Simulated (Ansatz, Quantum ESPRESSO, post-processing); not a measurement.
# Pt(100), 5 layers, one monolayer of P on bridge sites: vacuum level and surface dipole, part 5 of 6

Aim: the work function of each face of Pt(100), 5 layers, one monolayer of P on bridge sites, and how it moves with functional, pseudopotentials and boundary condition.

Quantum ESPRESSO 7.5; plane-wave DFT, PBE, GBRV ultrasoft pseudopotentials; geometry and cross-check by Ansatz 0.2.0 with PAW datasets.

So far. Step 8 (SCF with pw.x: open boundaries by the effective …): The upper level is 4.924 eV against 4.919 eV from the periodic run. Step 9 (Self-consistent run: Wu-Cohen, GBRV ultrasoft): The upper face goes from 4.924 eV (PBE, GBRV) to 4.947 eV, a change of +0.023 eV.

### 10. Self-consistent run: PW91, GBRV ultrasoft

Level of this step: plane-wave DFT, PW91, GBRV ultrasoft pseudopotentials made under PBE (Quantum ESPRESSO 7.5). input_dft overrides the functional of the files.

Contents of gbrv-pw91.in:

```
&control
  prefix = 'gbrv-pw91'
  outdir = './out'
  pseudo_dir = './pseudo'
  calculation = 'scf'
  tprnfor = .true.
/
&system
  ibrav = 0
  nat = 6
  ntyp = 2
  ecutwfc = 40
  ecutrho = 200
  input_dft = 'pw91'
  occupations = 'smearing'
  smearing = 'mv'
  degauss = 0.02
  assume_isolated = 'esm'
  esm_bc = 'bc1'
/
&electrons
  conv_thr = 1e-07
  mixing_beta = 0.4
  electron_maxstep = 120
  mixing_mode = 'local-TF'
/
ATOMIC_SPECIES
  Pt  195.0840  pt_pbe_v1.4.uspp.F.UPF
  P   30.9738  p_pbe_v1.5.uspp.F.UPF
CELL_PARAMETERS angstrom
  2.77185858230000 0.00000000000000 0.00000000000000
  0.00000000000000 2.77185858230000 0.00000000000000
  0.00000000000000 0.00000000000000 26.84000000000000
ATOMIC_POSITIONS crystal
  Pt  0.000000000000 0.000000000000 -0.185317790332
  Pt  0.500000000000 0.500000000000 -0.112292455032
  Pt  0.000000000000 0.000000000000 -0.039267119732
  Pt  0.500000000000 0.500000000000 0.036327249088
  Pt  0.000000000000 0.000000000000 0.115488657609
  P   0.500000000000 0.000000000000 0.185317790332
K_POINTS automatic
  10 10 1 0 0 0
```

Launch:

```
OMP_NUM_THREADS=1 mpirun -n 4 pw.x -nk 4 -in gbrv-pw91.in > gbrv-pw91.out
```

Log:

```text
[banner, memory and clock lines left out]
Program PWSCF v.7.5 starts
[citation notice left out]

[...]
Message from routine setup:
[...]
bravais-lattice index     =            0
     lattice parameter (alat)  =       5.2381  a.u.
     unit-cell volume          =    1391.6219 (a.u.)^3
     number of atoms/cell      =            6
     number of atomic types    =            2
     number of electrons       =        85.00
     number of Kohn-Sham states=           52
     kinetic-energy cutoff     =      40.0000  Ry
     charge density cutoff     =     200.0000  Ry
     scf convergence threshold =      1.0E-07
     mixing beta               =       0.4000
     number of iterations used =            8  local-TF  mixing
     Exchange-correlation= PW91
                           (   1   4   2   2   0   0   0)

     Effective Screening Medium Method
     Boundary Conditions: Vacuum-Slab-Vacuum
     total charge in unit cell        =   0.0000
     grid points for fit at edges     =        4

[...]
PseudoPot. # 1 for Pt read from file:
     ./pseudo/pt_pbe_v1.4.uspp.F.UPF
     Pseudo is Ultrasoft + core correction, Zval = 16.0
     Generated by new atomic code, or converted to UPF format
     Using radial grid of  985 points,  6 beta functions with:
                l(1) =   0
                l(2) =   0
                l(3) =   1
                l(4) =   1
                l(5) =   2
                l(6) =   2
     Q(r) pseudized with  8 coefficients,  rinner =    1.300   1.300   1.300
                                                       1.300   1.300

     PseudoPot. # 2 for P  read from file:
     ./pseudo/p_pbe_v1.5.uspp.F.UPF
     Pseudo is Ultrasoft + core correction, Zval =  5.0
     Generated by new atomic code, or converted to UPF format
     Using radial grid of  903 points,  6 beta functions with:
                l(1) =   0
                l(2) =   0
                l(3) =   1
                l(4) =   1
                l(5) =   2
                l(6) =   2
     Q(r) pseudized with  8 coefficients,  rinner =    1.300   1.300   1.300
                                                       1.300   1.300

     atomic species   valence    mass     pseudopotential
     Pt               16.00   195.08400     Pt( 1.00)
     P                 5.00    30.97380     P ( 1.00)

      4 Sym. Ops. (no inversion) found

[...]
number of k points=    36  Marzari-Vanderbilt smearing, width (Ry)=  0.0200
[...]
Dense  grid:    66601 G-vectors     FFT dimensions: (  24,  24, 240)

     Smooth grid:    47617 G-vectors     FFT dimensions: (  24,  24, 216)

     Initial potential from superposition of free atoms

     starting charge      82.4998, renormalised to      85.0000

     negative rho (up, down):  9.611E-01 0.000E+00
     Starting wfcs are   64 randomized atomic wfcs

     per-process dynamical memory:    95.9 Mb

     Self-consistent Calculation

     iteration #  1     ecut=    40.00 Ry     beta= 0.40
     Davidson diagonalization with overlap
     c_bands:  3 eigenvalues not converged
     c_bands:  1 eigenvalues not converged
     c_bands:  2 eigenvalues not converged
     c_bands:  1 eigenvalues not converged
     c_bands:  4 eigenvalues not converged
     ethr =  1.00E-02,  avg # of iterations = 12.4

     negative rho (up, down):  9.720E-01 0.000E+00

     total energy              =   -1060.10144953 Ry
     estimated scf accuracy    <     380.58298299 Ry

     iteration #  2     ecut=    40.00 Ry     beta= 0.40
[...]
negative rho (up, down):  9.241E-01 0.000E+00

[...]
total energy              =   -1069.56401858 Ry
     estimated scf accuracy    <      14.91217092 Ry

     iteration #  3     ecut=    40.00 Ry     beta= 0.40
[...]
negative rho (up, down):  8.992E-01 0.000E+00

[...]
total energy              =   -1069.74008615 Ry
     estimated scf accuracy    <       1.60707824 Ry

     iteration #  4     ecut=    40.00 Ry     beta= 0.40
[...]
c_bands:  3 eigenvalues not converged
     c_bands:  1 eigenvalues not converged
[...]
negative rho (up, down):  8.952E-01 0.000E+00

[...]
total energy              =   -1070.08231699 Ry
     estimated scf accuracy    <       4.42671651 Ry

     iteration #  5     ecut=    40.00 Ry     beta= 0.40
[...]
negative rho (up, down):  8.972E-01 0.000E+00

[...]
total energy              =   -1070.06023144 Ry
     estimated scf accuracy    <       1.52286025 Ry

     iteration #  6     ecut=    40.00 Ry     beta= 0.40
[...]
negative rho (up, down):  8.931E-01 0.000E+00

[...]
total energy              =   -1069.92928870 Ry
     estimated scf accuracy    <       0.82831585 Ry

[...]
iteration # 46     ecut=    40.00 Ry     beta= 0.40
[...]
negative rho (up, down):  8.954E-01 0.000E+00

[...]
total energy              =   -1070.11081272 Ry
     estimated scf accuracy    <       0.00000026 Ry

     iteration # 47     ecut=    40.00 Ry     beta= 0.40
[...]
negative rho (up, down):  8.954E-01 0.000E+00

[...]
total energy              =   -1070.11081314 Ry
     estimated scf accuracy    <       0.00000034 Ry

     iteration # 48     ecut=    40.00 Ry     beta= 0.40
[...]
negative rho (up, down):  8.954E-01 0.000E+00

[...]
total energy              =   -1070.11084041 Ry
     estimated scf accuracy    <       0.00000034 Ry

     iteration # 49     ecut=    40.00 Ry     beta= 0.40
[...]
negative rho (up, down):  8.954E-01 0.000E+00

[...]
End of self-consistent calculation

          k = 0.0000 0.0000 0.0000 (  6007 PWs)   bands (ev):

   -58.5352 -58.2729 -58.2572 -58.0838 -58.0444 -58.0394 -58.0389 -57.9388
   -57.9354 -57.7738 -57.7220 -57.7031 -57.4034 -57.4021 -57.3220 -18.5054
   -14.8764 -13.5932 -12.4717 -12.0889 -11.6910 -11.6210 -11.2029 -10.6284
    -9.8706  -9.2980  -9.0477  -8.8977  -8.7300  -8.5473  -8.1514  -7.9778
    -7.7474  -7.4446  -7.2842  -7.1950  -6.7137  -6.4087  -6.2715  -6.2071
    -6.1305  -6.0559  -5.5768  -5.2726  -5.1865  -5.1695  -3.9453  -1.3170
    -1.0789  -0.9668   0.1313   0.7053

          k = 0.0000 0.1000 0.0000 (  5981 PWs)   bands (ev):

   -58.5326 -58.2679 -58.2552 -58.1090 -58.0863 -58.0347 -58.0216 -57.9613
   -57.9383 -57.7719 -57.7442 -57.7018 -57.4253 -57.4018 -57.3199 -18.3500
   -14.6224 -13.3797 -12.3032 -11.9225 -11.5104 -11.4445 -10.9886 -10.4757
    -9.7774  -9.1884  -9.0627  -8.8382  -8.8380  -8.5313  -8.4922  -8.3146
    -7.6888  -7.6019  -7.2462  -7.1048  -6.8057  -6.7838  -6.6056  -6.4811
    -6.0336  -5.8584  -5.8012  -5.4207  -5.1015  -4.9164  -2.9112  -2.6606
    -0.9706  -0.7289   0.3328   0.9184

[...]
the Fermi energy is    -5.3414 ev

!    total energy              =   -1070.11080340 Ry
     estimated scf accuracy    <       0.00000005 Ry
     smearing contrib. (-TS)   =      -0.00116145 Ry
     internal energy E=F+TS    =   -1070.10964195 Ry

     The total energy is F=E-TS. E is the sum of the following terms:
     one-electron contribution =   22410.24247664 Ry
     hartree contribution      =  -11213.51114376 Ry
     xc contribution           =    -291.52559036 Ry
     ewald contribution        =  -11975.31538447 Ry

     convergence has been achieved in  49 iterations

     negative rho (up, down):  8.954E-01 0.000E+00

     Forces acting on atoms (cartesian axes, Ry/au):

     atom    1 type  1   force =     0.00000000    0.00000000   -0.00385447
     atom    2 type  1   force =     0.00000000    0.00000000   -0.01220488
     atom    3 type  1   force =     0.00000000    0.00000000    0.01534268
     atom    4 type  1   force =     0.00000000    0.00000000   -0.00046635
     atom    5 type  1   force =     0.00000000    0.00000000    0.00114244
     atom    6 type  2   force =     0.00000000    0.00000000   -0.00014124

     Total force =     0.020019     Total SCF correction =     0.001771

[...]
```

Elapsed: 4.7 min, on 4 MPI ranks of Arm Neoverse V2, shared host; peak memory 0.71 GiB.

This step gave:

* free energy: -14559.5992 eV
* Fermi energy: -5.341 eV
* vacuum line at the lower end of the cell, over the Fermi level: 5.730 eV
* vacuum line at the upper end of the cell, over the Fermi level: 4.953 eV

The potential energy, planar mean oscillates, so the rows of the table below give means over windows of 2.02 Å about each position, cut where the curve ends. Its maxima inside the range that stand out by 2 % of the span (Å: eV): -4.0: -2.31, -2.0: -2.59, 0.0: -1.78, 2.0: -1.06, 4.0: -2.68. Its minima: -4.9: -20.8, -3.0: -21.3, -1.0: -21.2, 1.0: -21.1, 3.1: -21.3, 4.9: -16.4.

Electrostatic potential energy of an electron; zero at the Fermi level. Potential energy, planar mean against z; means over each step:

| z (Å) | potential energy, planar mean (eV) |
| --- | --- |
| -12.41 | 5.73 |
| -10.39 | 5.73 |
| -8.37 | 5.72 |
| -6.35 | 1.43 |
| -4.33 | -12.1 |
| -2.31 | -12.5 |
| -0.29 | -11.7 |
| 1.73 | -10.7 |
| 3.75 | -12.0 |
| 5.77 | -3.71 |
| 7.79 | 4.91 |
| 9.81 | 4.95 |
| 11.83 | 4.95 |

The upper face goes from 4.924 eV (PBE, GBRV) to 4.953 eV, a change of +0.029 eV.

### 11. Ground state: revPBE, GBRV ultrasoft

Level of this step: plane-wave DFT, revPBE, GBRV ultrasoft pseudopotentials made under PBE (Quantum ESPRESSO 7.5). input_dft overrides the functional of the files.

gbrv-revpbe.in, as its differences from the input of step 10:

```diff
@@ -1,3 +1,3 @@
 &control
-  prefix = 'gbrv-pw91'
+  prefix = 'gbrv-revpbe'
   outdir = './out'
@@ -13,3 +13,3 @@
   ecutrho = 200
-  input_dft = 'pw91'
+  input_dft = 'revpbe'
   occupations = 'smearing'
```

Launch:

```
OMP_NUM_THREADS=1 mpirun -n 4 pw.x -nk 4 -in gbrv-revpbe.in > gbrv-revpbe.out
```

Log:

```text
[banner, memory and clock lines left out]
Program PWSCF v.7.5 starts
[citation notice left out]

[...]
Message from routine setup:
[...]
bravais-lattice index     =            0
     lattice parameter (alat)  =       5.2381  a.u.
     unit-cell volume          =    1391.6219 (a.u.)^3
     number of atoms/cell      =            6
     number of atomic types    =            2
     number of electrons       =        85.00
     number of Kohn-Sham states=           52
     kinetic-energy cutoff     =      40.0000  Ry
     charge density cutoff     =     200.0000  Ry
     scf convergence threshold =      1.0E-07
     mixing beta               =       0.4000
     number of iterations used =            8  local-TF  mixing
     Exchange-correlation= REVPBE
                           (   1   4   4   4   0   0   0)

     Effective Screening Medium Method
     Boundary Conditions: Vacuum-Slab-Vacuum
     total charge in unit cell        =   0.0000
     grid points for fit at edges     =        4

[...]
PseudoPot. # 1 for Pt read from file:
     ./pseudo/pt_pbe_v1.4.uspp.F.UPF
     Pseudo is Ultrasoft + core correction, Zval = 16.0
     Generated by new atomic code, or converted to UPF format
     Using radial grid of  985 points,  6 beta functions with:
                l(1) =   0
                l(2) =   0
                l(3) =   1
                l(4) =   1
                l(5) =   2
                l(6) =   2
     Q(r) pseudized with  8 coefficients,  rinner =    1.300   1.300   1.300
                                                       1.300   1.300

     PseudoPot. # 2 for P  read from file:
     ./pseudo/p_pbe_v1.5.uspp.F.UPF
     Pseudo is Ultrasoft + core correction, Zval =  5.0
     Generated by new atomic code, or converted to UPF format
     Using radial grid of  903 points,  6 beta functions with:
                l(1) =   0
                l(2) =   0
                l(3) =   1
                l(4) =   1
                l(5) =   2
                l(6) =   2
     Q(r) pseudized with  8 coefficients,  rinner =    1.300   1.300   1.300
                                                       1.300   1.300

     atomic species   valence    mass     pseudopotential
     Pt               16.00   195.08400     Pt( 1.00)
     P                 5.00    30.97380     P ( 1.00)

      4 Sym. Ops. (no inversion) found

[...]
number of k points=    36  Marzari-Vanderbilt smearing, width (Ry)=  0.0200
[...]
Dense  grid:    66601 G-vectors     FFT dimensions: (  24,  24, 240)

     Smooth grid:    47617 G-vectors     FFT dimensions: (  24,  24, 216)

     Initial potential from superposition of free atoms

     starting charge      82.4998, renormalised to      85.0000

     negative rho (up, down):  9.611E-01 0.000E+00
     Starting wfcs are   64 randomized atomic wfcs

     per-process dynamical memory:    95.9 Mb

     Self-consistent Calculation

     iteration #  1     ecut=    40.00 Ry     beta= 0.40
     Davidson diagonalization with overlap
     c_bands:  2 eigenvalues not converged
     c_bands:  3 eigenvalues not converged
     c_bands:  1 eigenvalues not converged
     c_bands:  1 eigenvalues not converged
     c_bands:  2 eigenvalues not converged
     ethr =  1.00E-02,  avg # of iterations = 12.1

     negative rho (up, down):  9.765E-01 0.000E+00

     total energy              =   -1058.65133104 Ry
     estimated scf accuracy    <     377.43912204 Ry

     iteration #  2     ecut=    40.00 Ry     beta= 0.40
[...]
negative rho (up, down):  9.262E-01 0.000E+00

[...]
total energy              =   -1068.49735232 Ry
     estimated scf accuracy    <      18.41417320 Ry

     iteration #  3     ecut=    40.00 Ry     beta= 0.40
[...]
negative rho (up, down):  9.030E-01 0.000E+00

[...]
total energy              =   -1068.80677028 Ry
     estimated scf accuracy    <       2.14828300 Ry

     iteration #  4     ecut=    40.00 Ry     beta= 0.40
[...]
c_bands:  2 eigenvalues not converged
[...]
negative rho (up, down):  8.788E-01 0.000E+00

[...]
total energy              =   -1068.79318460 Ry
     estimated scf accuracy    <       0.66266201 Ry

     iteration #  5     ecut=    40.00 Ry     beta= 0.40
[...]
c_bands:  3 eigenvalues not converged
     c_bands:  4 eigenvalues not converged
     c_bands:  1 eigenvalues not converged
     c_bands:  3 eigenvalues not converged
     c_bands:  1 eigenvalues not converged
[...]
negative rho (up, down):  8.825E-01 0.000E+00

[...]
total energy              =   -1069.15157428 Ry
     estimated scf accuracy    <       3.01758207 Ry

     iteration #  6     ecut=    40.00 Ry     beta= 0.40
[...]
negative rho (up, down):  8.890E-01 0.000E+00

[...]
total energy              =   -1069.11327766 Ry
     estimated scf accuracy    <       1.77205894 Ry

[...]
iteration # 37     ecut=    40.00 Ry     beta= 0.40
[...]
negative rho (up, down):  8.974E-01 0.000E+00

[...]
total energy              =   -1069.13302252 Ry
     estimated scf accuracy    <       0.00000033 Ry

     iteration # 38     ecut=    40.00 Ry     beta= 0.40
[...]
negative rho (up, down):  8.974E-01 0.000E+00

[...]
total energy              =   -1069.13301596 Ry
     estimated scf accuracy    <       0.00000033 Ry

     iteration # 39     ecut=    40.00 Ry     beta= 0.40
[...]
negative rho (up, down):  8.974E-01 0.000E+00

[...]
total energy              =   -1069.13301349 Ry
     estimated scf accuracy    <       0.00000017 Ry

     iteration # 40     ecut=    40.00 Ry     beta= 0.40
[...]
negative rho (up, down):  8.974E-01 0.000E+00

[...]
End of self-consistent calculation

          k = 0.0000 0.0000 0.0000 (  6007 PWs)   bands (ev):

   -58.4209 -58.1616 -58.1447 -57.9733 -57.9342 -57.9286 -57.9280 -57.8290
   -57.8256 -57.6639 -57.6124 -57.5933 -57.2849 -57.2836 -57.2036 -18.3542
   -14.7230 -13.4389 -12.3177 -11.9368 -11.5364 -11.4641 -11.0423 -10.4682
    -9.7087  -9.1343  -8.8864  -8.7338  -8.5672  -8.3845  -7.9915  -7.8217
    -7.5922  -7.2855  -7.1265  -7.0387  -6.5568  -6.2546  -6.1193  -6.0524
    -5.9762  -5.9019  -5.4250  -5.1210  -5.0336  -5.0167  -3.7942  -1.2433
    -1.1599  -0.9223  -0.5680   0.0798

          k = 0.0000 0.1000 0.0000 (  5981 PWs)   bands (ev):

   -58.4183 -58.1566 -58.1427 -57.9983 -57.9756 -57.9239 -57.9112 -57.8515
   -57.8285 -57.6620 -57.6345 -57.5919 -57.3067 -57.2833 -57.2016 -18.1986
   -14.4692 -13.2255 -12.1492 -11.7706 -11.3554 -11.2889 -10.8290 -10.3161
    -9.6163  -9.0253  -8.9019  -8.6760  -8.6743  -8.3686  -8.3357  -8.1557
    -7.5342  -7.4427  -7.0901  -6.9503  -6.6490  -6.6301  -6.4503  -6.3264
    -5.8783  -5.7061  -5.6471  -5.2689  -4.9489  -4.7580  -2.7649  -2.5083
    -1.0256  -0.8137  -0.3634   0.3040

[...]
the Fermi energy is    -5.1874 ev

!    total energy              =   -1069.13301181 Ry
     estimated scf accuracy    <          2.7E-09 Ry
     smearing contrib. (-TS)   =      -0.00117988 Ry
     internal energy E=F+TS    =   -1069.13183193 Ry

     The total energy is F=E-TS. E is the sum of the following terms:
     one-electron contribution =   22409.83036889 Ry
     hartree contribution      =  -11213.05984502 Ry
     xc contribution           =    -290.58697134 Ry
     ewald contribution        =  -11975.31538447 Ry

     convergence has been achieved in  40 iterations

     negative rho (up, down):  8.974E-01 0.000E+00

     Forces acting on atoms (cartesian axes, Ry/au):

     atom    1 type  1   force =     0.00000000    0.00000000   -0.00804776
     atom    2 type  1   force =     0.00000000    0.00000000   -0.01199701
     atom    3 type  1   force =     0.00000000    0.00000000    0.01564626
     atom    4 type  1   force =     0.00000000    0.00000000   -0.00029263
     atom    5 type  1   force =     0.00000000    0.00000000    0.00261397
     atom    6 type  2   force =     0.00000000    0.00000000    0.00189788

     Total force =     0.021541     Total SCF correction =     0.000457

[...]
```

Elapsed: 4 min, on 4 MPI ranks; peak memory 0.63 GiB; 16 min of CPU time.

Numbers from this step:

- free energy: -14546.2957 eV
- Fermi energy: -5.187 eV
- vacuum line at the lower end of the cell, over the Fermi level: 5.529 eV
- vacuum line at the upper end of the cell, over the Fermi level: 4.846 eV

The potential energy, planar mean oscillates, so the rows of the table below give means over windows of 2.02 Å about each position, cut where the curve ends. Its maxima inside the range that stand out by 2 % of the span (Å: eV): -4.0: -2.43, -2.0: -2.70, 0.0: -1.89, 2.0: -1.18, 4.0: -2.75. Its minima: -4.9: -20.9, -3.0: -21.4, -1.0: -21.3, 1.0: -21.2, 3.1: -21.4, 4.9: -16.5.

Electrostatic potential energy of an electron; zero at the Fermi level. Potential energy, planar mean against z; means over each step:

| z (Å) | potential energy, planar mean (eV) |
| --- | --- |
| -12.41 | 5.53 |
| -10.39 | 5.53 |
| -8.37 | 5.51 |
| -6.35 | 1.25 |
| -4.33 | -12.2 |
| -2.31 | -12.6 |
| -0.29 | -11.8 |
| 1.73 | -10.8 |
| 3.75 | -12.0 |
| 5.77 | -3.77 |
| 7.79 | 4.80 |
| 9.81 | 4.85 |
| 11.83 | 4.85 |

The upper face goes from 4.924 eV (PBE, GBRV) to 4.846 eV, a change of -0.079 eV.

### 12. All levels side by side

All levels:

| level | upper face (eV) | lower face (eV) | dipole (e Å) | CPU time (s) |
| --- | --- | --- | --- | --- |
| QE PBE GBRV, sawtooth | 4.919 | 5.672 | 0.03198 | 2591 |
| QE PBE GBRV, ESM bc1 | 4.924 | 5.667 | - | 887.6 |
| QE Wu-Cohen GBRV ultrasoft, ESM bc1 | 4.947 | 5.796 | - | 1052 |
| QE PW91 GBRV ultrasoft, ESM bc1 | 4.953 | 5.73 | - | 1122 |
| QE revPBE GBRV ultrasoft, ESM bc1 | 4.846 | 5.529 | - | 949.2 |
| Ansatz PBE PAW, sawtooth (time of the whole relaxation) | 4.926 | 5.643 | 0.03046 | 182.2 |

The times are CPU seconds on a shared host; the codes use unlike cutoffs, datasets and smearings, so their times compare unlike work.

(Part 5 of 6 ends here.)

[Logs are printed without paths, hosts, clocks, repeated set-up lines and the standing remarks that a program may print on its own settings, such as how far it seeks lower states.]

[Hosts, paths, dates, database ids (printed as entryN), source tags and the programs' standing remarks are cut or masked in the printed files.]

[Maps of the electrostatic potential energy from Ansatz leave out the sawtooth potential of an applied field or a dipole correction, so their vacuum need not be flat; planar profiles and work functions include it.]
